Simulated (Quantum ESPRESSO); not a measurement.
**VBr3: magnetism against volume**

How does volume change the magnetic state of VBr3?

Calculated with Quantum ESPRESSO 7.5; LDA with U = 3.2 eV on V d (ortho-atomic projectors); plane waves with GBRV 1.5 LDA potentials, no spin-orbit coupling.

## Step 1: The structure

Symmetry: P6_3/mmc, No. 194, hexagonal system. The conventional cell has a = 9.943 Å, b = 9.943 Å, c = 3.363 Å, α = 90.00°, β = 90.00°, γ = 120.00°. V has 6 Br at 2.56 Å nearest. Nearest to Br lie 2 V at 2.56 Å. Farther neighbours and most contacts between anions are not listed.

Coordinates:

```cif
data_structure
_symmetry_space_group_name_H-M 'P6_3/mmc'
_symmetry_Int_Tables_number 194
_cell_length_a 9.9427
_cell_length_b 9.9427
_cell_length_c 3.3635
_cell_angle_alpha 90.000
_cell_angle_beta 90.000
_cell_angle_gamma 120.000
_cell_volume 287.96
loop_
_atom_site_label
_atom_site_type_symbol
_atom_site_symmetry_multiplicity
_atom_site_Wyckoff_symbol
_atom_site_fract_x
_atom_site_fract_y
_atom_site_fract_z
_atom_site_occupancy
V1 V 2 d 0.66667 0.33333 0.25000 1
Br1 Br 6 h 0.44195 0.22098 0.75000 1
```

The cell comes from Materials Project 2023-11-01, a database of computed structures, and need not be the stable phase.

## Step 2: Volume 0.8, ferro ++

All lengths scale alike; the factor is that of the volume. Atoms keep their fractional places. Seeded atoms are those given a starting moment.

Input file pw.in:

```
&CONTROL
  calculation = 'scf'
  prefix = 'pwscf'
  outdir = './tmp'
  pseudo_dir = './pseudo'
  disk_io = 'nowf'
  tprnfor = .true.
  tstress = .true.
/
&SYSTEM
  ibrav = 0
  celldm(1) = 8
  nat = 8
  ntyp = 2
  ecutwfc = 40
  ecutrho = 280
  nbnd = 48
  occupations = 'smearing'
  smearing = 'fd'
  degauss = 0.00367493
  nspin = 2
  starting_magnetization(1) = 0.1538
  starting_magnetization(2) = 0
/
&ELECTRONS
  conv_thr = 1.6d-08
  electron_maxstep = 150
  mixing_beta = 0.3
/
ATOMIC_SPECIES
V      50.9415 v_lda_v1.4.uspp.F.UPF
Br     79.9040 br_lda_v1.4.uspp.F.UPF
CELL_PARAMETERS alat
   2.1802643905904    0.0000000000000    0.0000000000000
  -1.0901321953058    1.8881643492144    0.0000000000000
   0.0000000000000    0.0000000000000    0.7375582561114
ATOMIC_POSITIONS crystal
V       0.6666666700    0.3333333300    0.2500000000
V       0.3333333300    0.6666666700    0.7500000000
Br      0.4419500000    0.2209750000    0.7500000000
Br      0.7790250000    0.2209750000    0.7500000000
Br      0.7790250000    0.5580500000    0.7500000000
Br      0.5580500000    0.7790250000    0.2500000000
Br      0.2209750000    0.7790250000    0.2500000000
Br      0.2209750000    0.4419500000    0.2500000000
K_POINTS automatic
6 6 6 0 0 0
HUBBARD {ortho-atomic}
U V-3d 3.2000
```

Started as:

```
> OMP_NUM_THREADS=1 mpirun -n 8 pw.x -nk 8 -in pw.in > pw.out
```

The log of the run:

```text
Program PWSCF v.7.5 starts

     Message from routine setup:
     using ibrav=0 with symmetry is DISCOURAGED, use correct ibrav instead

     K-points division:     npool     =       8
     Subspace diagonalization in iterative solution of the eigenvalue problem:

     bravais-lattice index     =            0
     lattice parameter (alat)  =       8.0000  a.u.
     unit-cell volume          =    1554.5878 (a.u.)^3
     number of atoms/cell      =            8
     number of atomic types    =            2
     number of electrons       =        68.00
     number of Kohn-Sham states=           48
     kinetic-energy cutoff     =      40.0000  Ry
     charge density cutoff     =     280.0000  Ry
     scf convergence threshold =      1.6E-08
     mixing beta               =       0.3000
     number of iterations used =            8  plain     mixing
     Exchange-correlation=  SLA  PZ   NOGX NOGC
                           (   1   1   0   0   0   0   0)
     Hubbard projectors: ortho-atomic
     Hubbard parameters of DFT+U (Dudarev formulation) in eV:
     U(V-3d) =  3.2000

     Internal variables: lda_plus_u =T, lda_plus_u_kind = 0

     Internal variables: orbital_resolved =F, hub_pot_fix =F, apply_U = F

     celldm(1)=   8.000000  celldm(2)=   0.000000  celldm(3)=   0.000000
     celldm(4)=   0.000000  celldm(5)=   0.000000  celldm(6)=   0.000000

     crystal axes: (cart. coord. in units of alat)
               a(1) = (   2.180264   0.000000   0.000000 )
               a(2) = (  -1.090132   1.888164   0.000000 )
               a(3) = (   0.000000   0.000000   0.737558 )

     reciprocal axes: (cart. coord. in units 2 pi/alat)
               b(1) = (  0.458660  0.264807 -0.000000 )
               b(2) = (  0.000000  0.529615  0.000000 )
               b(3) = (  0.000000 -0.000000  1.355825 )

     PseudoPot. # 1 for V  read from file:
     v_lda_v1.4.uspp.F.UPF
     Pseudo is Ultrasoft + core correction, Zval = 13.0

     PseudoPot. # 2 for Br read from file:
     br_lda_v1.4.uspp.F.UPF
     Pseudo is Ultrasoft + core correction, Zval =  7.0

     atomic species   valence    mass     pseudopotential
     V                13.00    50.94150     V ( 1.00)
     Br                7.00    79.90400     Br( 1.00)

     Starting magnetic structure
     atomic species   magnetization
     V               0.154
     Br              0.000

     24 Sym. Ops., with inversion, found (12 have fractional translation)

   Cartesian axes

     site n.     atom                  positions (alat units)
         1        V      tau(   1) = (   1.0901322   0.6293881   0.1843896  )
         2        V      tau(   2) = (  -0.0000000   1.2587762   0.5531687  )
         3        Br     tau(   3) = (   0.7226759   0.4172371   0.5531687  )
         4        Br     tau(   4) = (   1.4575885   0.4172371   0.5531687  )
         5        Br     tau(   5) = (   1.0901322   1.0536901   0.5531687  )
         6        Br     tau(   6) = (   0.3674563   1.4709272   0.1843896  )
         7        Br     tau(   7) = (  -0.3674563   1.4709272   0.1843896  )
         8        Br     tau(   8) = (  -0.0000000   0.8344742   0.1843896  )

     number of k points=    28  Fermi-Dirac smearing, width (Ry)=  0.0037
                       cart. coord. in units 2pi/alat
        k(    1) = (   0.0000000   0.0000000   0.0000000), wk =   0.0046296
        k(    2) = (   0.0000000   0.0000000   0.2259709), wk =   0.0092593
        k(    3) = (   0.0000000   0.0000000   0.4519417), wk =   0.0092593
        k(    4) = (   0.0000000   0.0000000  -0.6779126), wk =   0.0046296
        k(    5) = (   0.0000000   0.0882692   0.0000000), wk =   0.0277778
        [... 23 further k-points ...]

     Dense  grid:   122821 G-vectors     FFT dimensions: (  96,  96,  32)

     Smooth grid:    52961 G-vectors     FFT dimensions: (  72,  72,  24)

     Generating pointlists ...
     new r_m :   0.2319 (alat units)  1.8551 (a.u.) for type    1
     new r_m :   0.2319 (alat units)  1.8551 (a.u.) for type    2

     Initial potential from superposition of free atoms

     starting charge      67.9978, renormalised to      68.0000

     negative rho (up, down):  9.355E-04 6.817E-04

     STARTING HUBBARD OCCUPATIONS:

     =================== HUBBARD OCCUPATIONS ===================
     ------------------------ ATOM    1 ------------------------
     Tr[ns(  1)] (up, down, total) =   3.00000  0.00000  3.00000
     Atomic magnetic moment for atom   1 =   3.00000
     [... lines left out ...]
     ------------------------ ATOM    2 ------------------------
     Tr[ns(  2)] (up, down, total) =   3.00000  0.00000  3.00000
     Atomic magnetic moment for atom   2 =   3.00000
     [... lines left out ...]
     Number of occupied Hubbard levels =    6.0000

     Atomic wfc used for Hubbard projectors are orthogonalized

     Starting wfcs are   44 randomized atomic wfcs +    4 random wfcs

     Self-consistent Calculation

     iteration #  1     ecut=    40.00 Ry     beta= 0.30
     Davidson diagonalization with overlap
     ethr =  1.00E-02,  avg # of iterations =  5.6

     =================== HUBBARD OCCUPATIONS ===================
     ------------------------ ATOM    1 ------------------------
     Tr[ns(  1)] (up, down, total) =   3.26362  0.81895  4.08258
     Atomic magnetic moment for atom   1 =   2.44467
     [... lines left out ...]
     ------------------------ ATOM    2 ------------------------
     Tr[ns(  2)] (up, down, total) =   3.26362  0.81895  4.08258
     Atomic magnetic moment for atom   2 =   2.44467
     [... lines left out ...]
     Number of occupied Hubbard levels =    8.1652

     Threshold (ethr) on eigenvalues was too large:
     Diagonalizing with lowered threshold

     Davidson diagonalization with overlap
     ethr =  4.62E-04,  avg # of iterations =  2.2

     negative rho (up, down):  4.646E-04 1.128E-03

     total energy              =    -569.36983753 Ry
     estimated scf accuracy    <       0.32639721 Ry

     total magnetization       =     4.00 Bohr mag/cell
     absolute magnetization    =     5.64 Bohr mag/cell

     iteration #  2     ecut=    40.00 Ry     beta= 0.30
     Davidson diagonalization with overlap
     ethr =  4.80E-04,  avg # of iterations =  2.8

     negative rho (up, down):  3.613E-04 1.332E-03

     total energy              =    -569.42820772 Ry
     estimated scf accuracy    <       0.17947308 Ry

     total magnetization       =     4.00 Bohr mag/cell
     absolute magnetization    =     4.74 Bohr mag/cell

     [... further iterations left out ...]

     iteration # 11     ecut=    40.00 Ry     beta= 0.30
     Davidson diagonalization with overlap
     ethr =  3.82E-10,  avg # of iterations =  1.5

     negative rho (up, down):  0.000E+00 2.168E-03

     total energy              =    -569.45608640 Ry
     estimated scf accuracy    <       0.00000006 Ry

     total magnetization       =     4.00 Bohr mag/cell
     absolute magnetization    =     4.95 Bohr mag/cell

     iteration # 12     ecut=    40.00 Ry     beta= 0.30
     Davidson diagonalization with overlap
     ethr =  9.20E-11,  avg # of iterations =  1.5

     negative rho (up, down):  0.000E+00 2.168E-03

     Magnetic moment per site  (integrated on atomic sphere of radius R)
     atom   1 (R=0.232)  charge= 10.8583  magn=  1.8243
     atom   2 (R=0.232)  charge= 10.8583  magn=  1.8243
     atom   3 (R=0.232)  charge=  4.4247  magn= -0.0626
     atom   4 (R=0.232)  charge=  4.4247  magn= -0.0626
     atom   5 (R=0.232)  charge=  4.4247  magn= -0.0626
     atom   6 (R=0.232)  charge=  4.4247  magn= -0.0626
     atom   7 (R=0.232)  charge=  4.4247  magn= -0.0626
     atom   8 (R=0.232)  charge=  4.4247  magn= -0.0626

     End of self-consistent calculation

     =================== HUBBARD OCCUPATIONS ===================
     ------------------------ ATOM    1 ------------------------
     Tr[ns(  1)] (up, down, total) =   3.01719  0.79821  3.81541
     Atomic magnetic moment for atom   1 =   2.21898
     [... lines left out ...]
     ------------------------ ATOM    2 ------------------------
     Tr[ns(  2)] (up, down, total) =   3.01719  0.79821  3.81541
     Atomic magnetic moment for atom   2 =   2.21898
     [... lines left out ...]
     Number of occupied Hubbard levels =    7.6308

     [... lines left out ...]
     the Fermi energy is     4.4245 ev

!    total energy              =    -569.45608640 Ry
     estimated scf accuracy    <          8.8E-09 Ry
     smearing contrib. (-TS)   =      -0.00242254 Ry
     internal energy E=F+TS    =    -569.45366386 Ry

     The total energy is F=E-TS. E is the sum of the following terms:
     one-electron contribution =    -418.96154856 Ry
     hartree contribution      =     229.40354946 Ry
     xc contribution           =    -194.59086784 Ry
     ewald contribution        =    -185.66882667 Ry
     Hubbard energy            =       0.36402975 Ry

     total magnetization       =     4.00 Bohr mag/cell
     absolute magnetization    =     4.95 Bohr mag/cell

     convergence has been achieved in  12 iterations

     negative rho (up, down):  0.000E+00 2.168E-03

     Forces acting on atoms (cartesian axes, Ry/au):

     atom    1 type  1   force =     0.00000000    0.00000000   -0.00000000
     atom    2 type  1   force =    -0.00000000   -0.00000000    0.00000000
     atom    3 type  2   force =    -0.07119519   -0.04110456    0.00000000
     atom    4 type  2   force =     0.07119519   -0.04110456    0.00000000
     atom    5 type  2   force =    -0.00000000    0.08220913   -0.00000000
     atom    6 type  2   force =     0.07119519    0.04110456    0.00000000
     atom    7 type  2   force =    -0.07119519    0.04110456    0.00000000
     atom    8 type  2   force =    -0.00000000   -0.08220913    0.00000000

     Total force =     0.201370     Total SCF correction =     0.000096

     Computing stress (Cartesian axis) and pressure

     negative rho (up, down):  0.000E+00 2.168E-03
          total   stress  (Ry/bohr**3)                   (kbar)     P=       94.62
   0.00050239   0.00000000   0.00000000           73.90        0.00        0.00
   0.00000000   0.00050239   0.00000000            0.00       73.90        0.00
   0.00000000   0.00000000   0.00092476            0.00        0.00      136.04

=------------------------------------------------------------------------------=
   JOB DONE.
=------------------------------------------------------------------------------=
```

It took 2.3 min on 8 MPI ranks of Arm Neoverse N1, shared host; peak memory 1.8 GiB.

Spin moment in the atom's sphere by atom:

```
atom  spin moment in the atom's sphere (μB)
  V1                                   1.82
  V2                                   1.82
 Br3                                  -0.06
 Br4                                  -0.06
 Br5                                  -0.06
 Br6                                  -0.06
 Br7                                  -0.06
 Br8                                  -0.06
```

Read from the output:

- smearing term TS: 0.03296 eV
- pressure: 9.461 GPa
- magnetization: 4 μB
- absolute magnetization: 4.953 μB
- final state: ferromagnetic

## Step 3: Volume 0.8, antiferro +-

Changes to pw.in since step 2:

```diff
@@ -13,6 +13,6 @@
   nat = 8
-  ntyp = 2
+  ntyp = 3
   ecutwfc = 40
   ecutrho = 280
-  nbnd = 48
+  nbnd = 46
   occupations = 'smearing'
@@ -22,3 +22,4 @@
   starting_magnetization(1) = 0.1538
-  starting_magnetization(2) = 0
+  starting_magnetization(2) = -0.1538
+  starting_magnetization(3) = 0
 /
@@ -30,3 +31,4 @@
 ATOMIC_SPECIES
-V      50.9415 v_lda_v1.4.uspp.F.UPF
+V1     50.9415 v_lda_v1.4.uspp.F.UPF
+V2     50.9415 v_lda_v1.4.uspp.F.UPF
 Br     79.9040 br_lda_v1.4.uspp.F.UPF
@@ -37,4 +39,4 @@
 ATOMIC_POSITIONS crystal
-V       0.6666666700    0.3333333300    0.2500000000
-V       0.3333333300    0.6666666700    0.7500000000
+V1      0.6666666700    0.3333333300    0.2500000000
+V2      0.3333333300    0.6666666700    0.7500000000
 Br      0.4419500000    0.2209750000    0.7500000000
@@ -48,2 +50,3 @@
 HUBBARD {ortho-atomic}
-U V-3d 3.2000
+U V1-3d 3.2000
+U V2-3d 3.2000
```

The log of the run:

```text
     [... lines left out ...]
Program PWSCF v.7.5 starts
     [... lines left out ...]
     number of atoms/cell      =            8
     [... lines left out ...]
     number of electrons       =        68.00
     number of Kohn-Sham states=           46
     kinetic-energy cutoff     =      40.0000  Ry
     charge density cutoff     =     280.0000  Ry
     scf convergence threshold =      1.6E-08
     [... lines left out ...]
     12 Sym. Ops. (no inversion) found ( 6 have fractional translation)
     [... lines left out ...]
     number of k points=    28  Fermi-Dirac smearing, width (Ry)=  0.0037
     [... lines left out ...]
     iteration # 12     ecut=    40.00 Ry     beta= 0.30
     [... lines left out ...]
     Magnetic moment per site  (integrated on atomic sphere of radius R)
     atom   1 (R=0.232)  charge= 10.8576  magn=  1.8245
     atom   2 (R=0.232)  charge= 10.8576  magn= -1.8245
     atom   3 (R=0.232)  charge=  4.4248  magn= -0.0590
     atom   4 (R=0.232)  charge=  4.4248  magn= -0.0590
     atom   5 (R=0.232)  charge=  4.4248  magn= -0.0590
     atom   6 (R=0.232)  charge=  4.4248  magn=  0.0590
     atom   7 (R=0.232)  charge=  4.4248  magn=  0.0590
     atom   8 (R=0.232)  charge=  4.4248  magn=  0.0590
     [... lines left out ...]
     Tr[ns(  1)] (up, down, total) =   3.01850  0.79784  3.81634
     [... lines left out ...]
     Tr[ns(  2)] (up, down, total) =   0.79784  3.01850  3.81633
     [... lines left out ...]
     the Fermi energy is     4.4683 ev
!    total energy              =    -569.45541271 Ry
     estimated scf accuracy    <       0.00000001 Ry
     smearing contrib. (-TS)   =      -0.00088829 Ry
     [... lines left out ...]
     total magnetization       =     0.00 Bohr mag/cell
     absolute magnetization    =     4.95 Bohr mag/cell
     convergence has been achieved in  12 iterations
     [... lines left out ...]
     Total force =     0.199711     Total SCF correction =     0.000146
     [... lines left out ...]
          total   stress  (Ry/bohr**3)                   (kbar)     P=       94.52
     [... lines left out ...]
```

Elapsed: 2.3 min, on 8 MPI ranks; peak memory 1.8 GiB; 18 min of CPU time.

Spin moment in the atom's sphere by atom:

```
atom  spin moment in the atom's sphere (μB)
  V1                                   1.82
  V2                                  -1.82
 Br3                                  -0.06
 Br4                                  -0.06
 Br5                                  -0.06
 Br6                                   0.06
 Br7                                   0.06
 Br8                                   0.06
```

Numbers from this step:

```yaml
smearing_term_ts: 0.01209 eV
pressure: 9.452 GPa
magnetization: 0 μB
absolute_magnetization: 4.947 μB
final_state: antiferromagnetic
```

## Step 4: Volume 0.8, no spin polarisation

Changes to pw.in since step 3:

```diff
@@ -13,3 +13,3 @@
   nat = 8
-  ntyp = 3
+  ntyp = 2
   ecutwfc = 40
@@ -20,6 +20,2 @@
   degauss = 0.00367493
-  nspin = 2
-  starting_magnetization(1) = 0.1538
-  starting_magnetization(2) = -0.1538
-  starting_magnetization(3) = 0
 /
@@ -31,4 +27,3 @@
 ATOMIC_SPECIES
-V1     50.9415 v_lda_v1.4.uspp.F.UPF
-V2     50.9415 v_lda_v1.4.uspp.F.UPF
+V      50.9415 v_lda_v1.4.uspp.F.UPF
 Br     79.9040 br_lda_v1.4.uspp.F.UPF
@@ -39,4 +34,4 @@
 ATOMIC_POSITIONS crystal
-V1      0.6666666700    0.3333333300    0.2500000000
-V2      0.3333333300    0.6666666700    0.7500000000
+V       0.6666666700    0.3333333300    0.2500000000
+V       0.3333333300    0.6666666700    0.7500000000
 Br      0.4419500000    0.2209750000    0.7500000000
@@ -50,3 +45,2 @@
 HUBBARD {ortho-atomic}
-U V1-3d 3.2000
-U V2-3d 3.2000
+U V-3d 3.2000
```

The log of the run:

```text
     [... lines left out ...]
Program PWSCF v.7.5 starts
     [... lines left out ...]
     number of atoms/cell      =            8
     [... lines left out ...]
     number of electrons       =        68.00
     number of Kohn-Sham states=           46
     kinetic-energy cutoff     =      40.0000  Ry
     charge density cutoff     =     280.0000  Ry
     scf convergence threshold =      1.6E-08
     [... lines left out ...]
     24 Sym. Ops., with inversion, found (12 have fractional translation)
     [... lines left out ...]
     number of k points=    28  Fermi-Dirac smearing, width (Ry)=  0.0037
     [... lines left out ...]
     iteration # 14     ecut=    40.00 Ry     beta= 0.30
     [... lines left out ...]
     Tr[ns(  1)] =   3.86727
     [... lines left out ...]
     Tr[ns(  2)] =   3.86727
     [... lines left out ...]
     the Fermi energy is     4.8961 ev
!    total energy              =    -569.31909281 Ry
     estimated scf accuracy    <          2.8E-09 Ry
     smearing contrib. (-TS)   =      -0.00491954 Ry
     [... lines left out ...]
     convergence has been achieved in  14 iterations
     [... lines left out ...]
     Total force =     0.175985     Total SCF correction =     0.000073
     [... lines left out ...]
          total   stress  (Ry/bohr**3)                   (kbar)     P=       71.70
     [... lines left out ...]
```

Elapsed: 88 s, on 8 MPI ranks; peak memory 1.5 GiB.

This step gave:

```
smearing term TS : 0.06693 eV
pressure         : 7.170 GPa
final state      : non-magnetic (no spin polarisation)
```

(Part 1 of 2 ends here.)

[Logs and program files are shortened in this print: banners, set-up blocks, solver, clock and traceback lines can be left out without a mark of their own.]

[Logs are printed without paths, hosts, clocks, repeated set-up lines and the standing remarks that a program may print on its own settings, such as how far it seeks lower states.]

[Hosts, paths, dates, database ids (printed as entryN), source tags and the programs' standing remarks are cut or masked in the printed files.]

[Where a cell is said to come from a database of computed structures, the database is the Materials Project.]
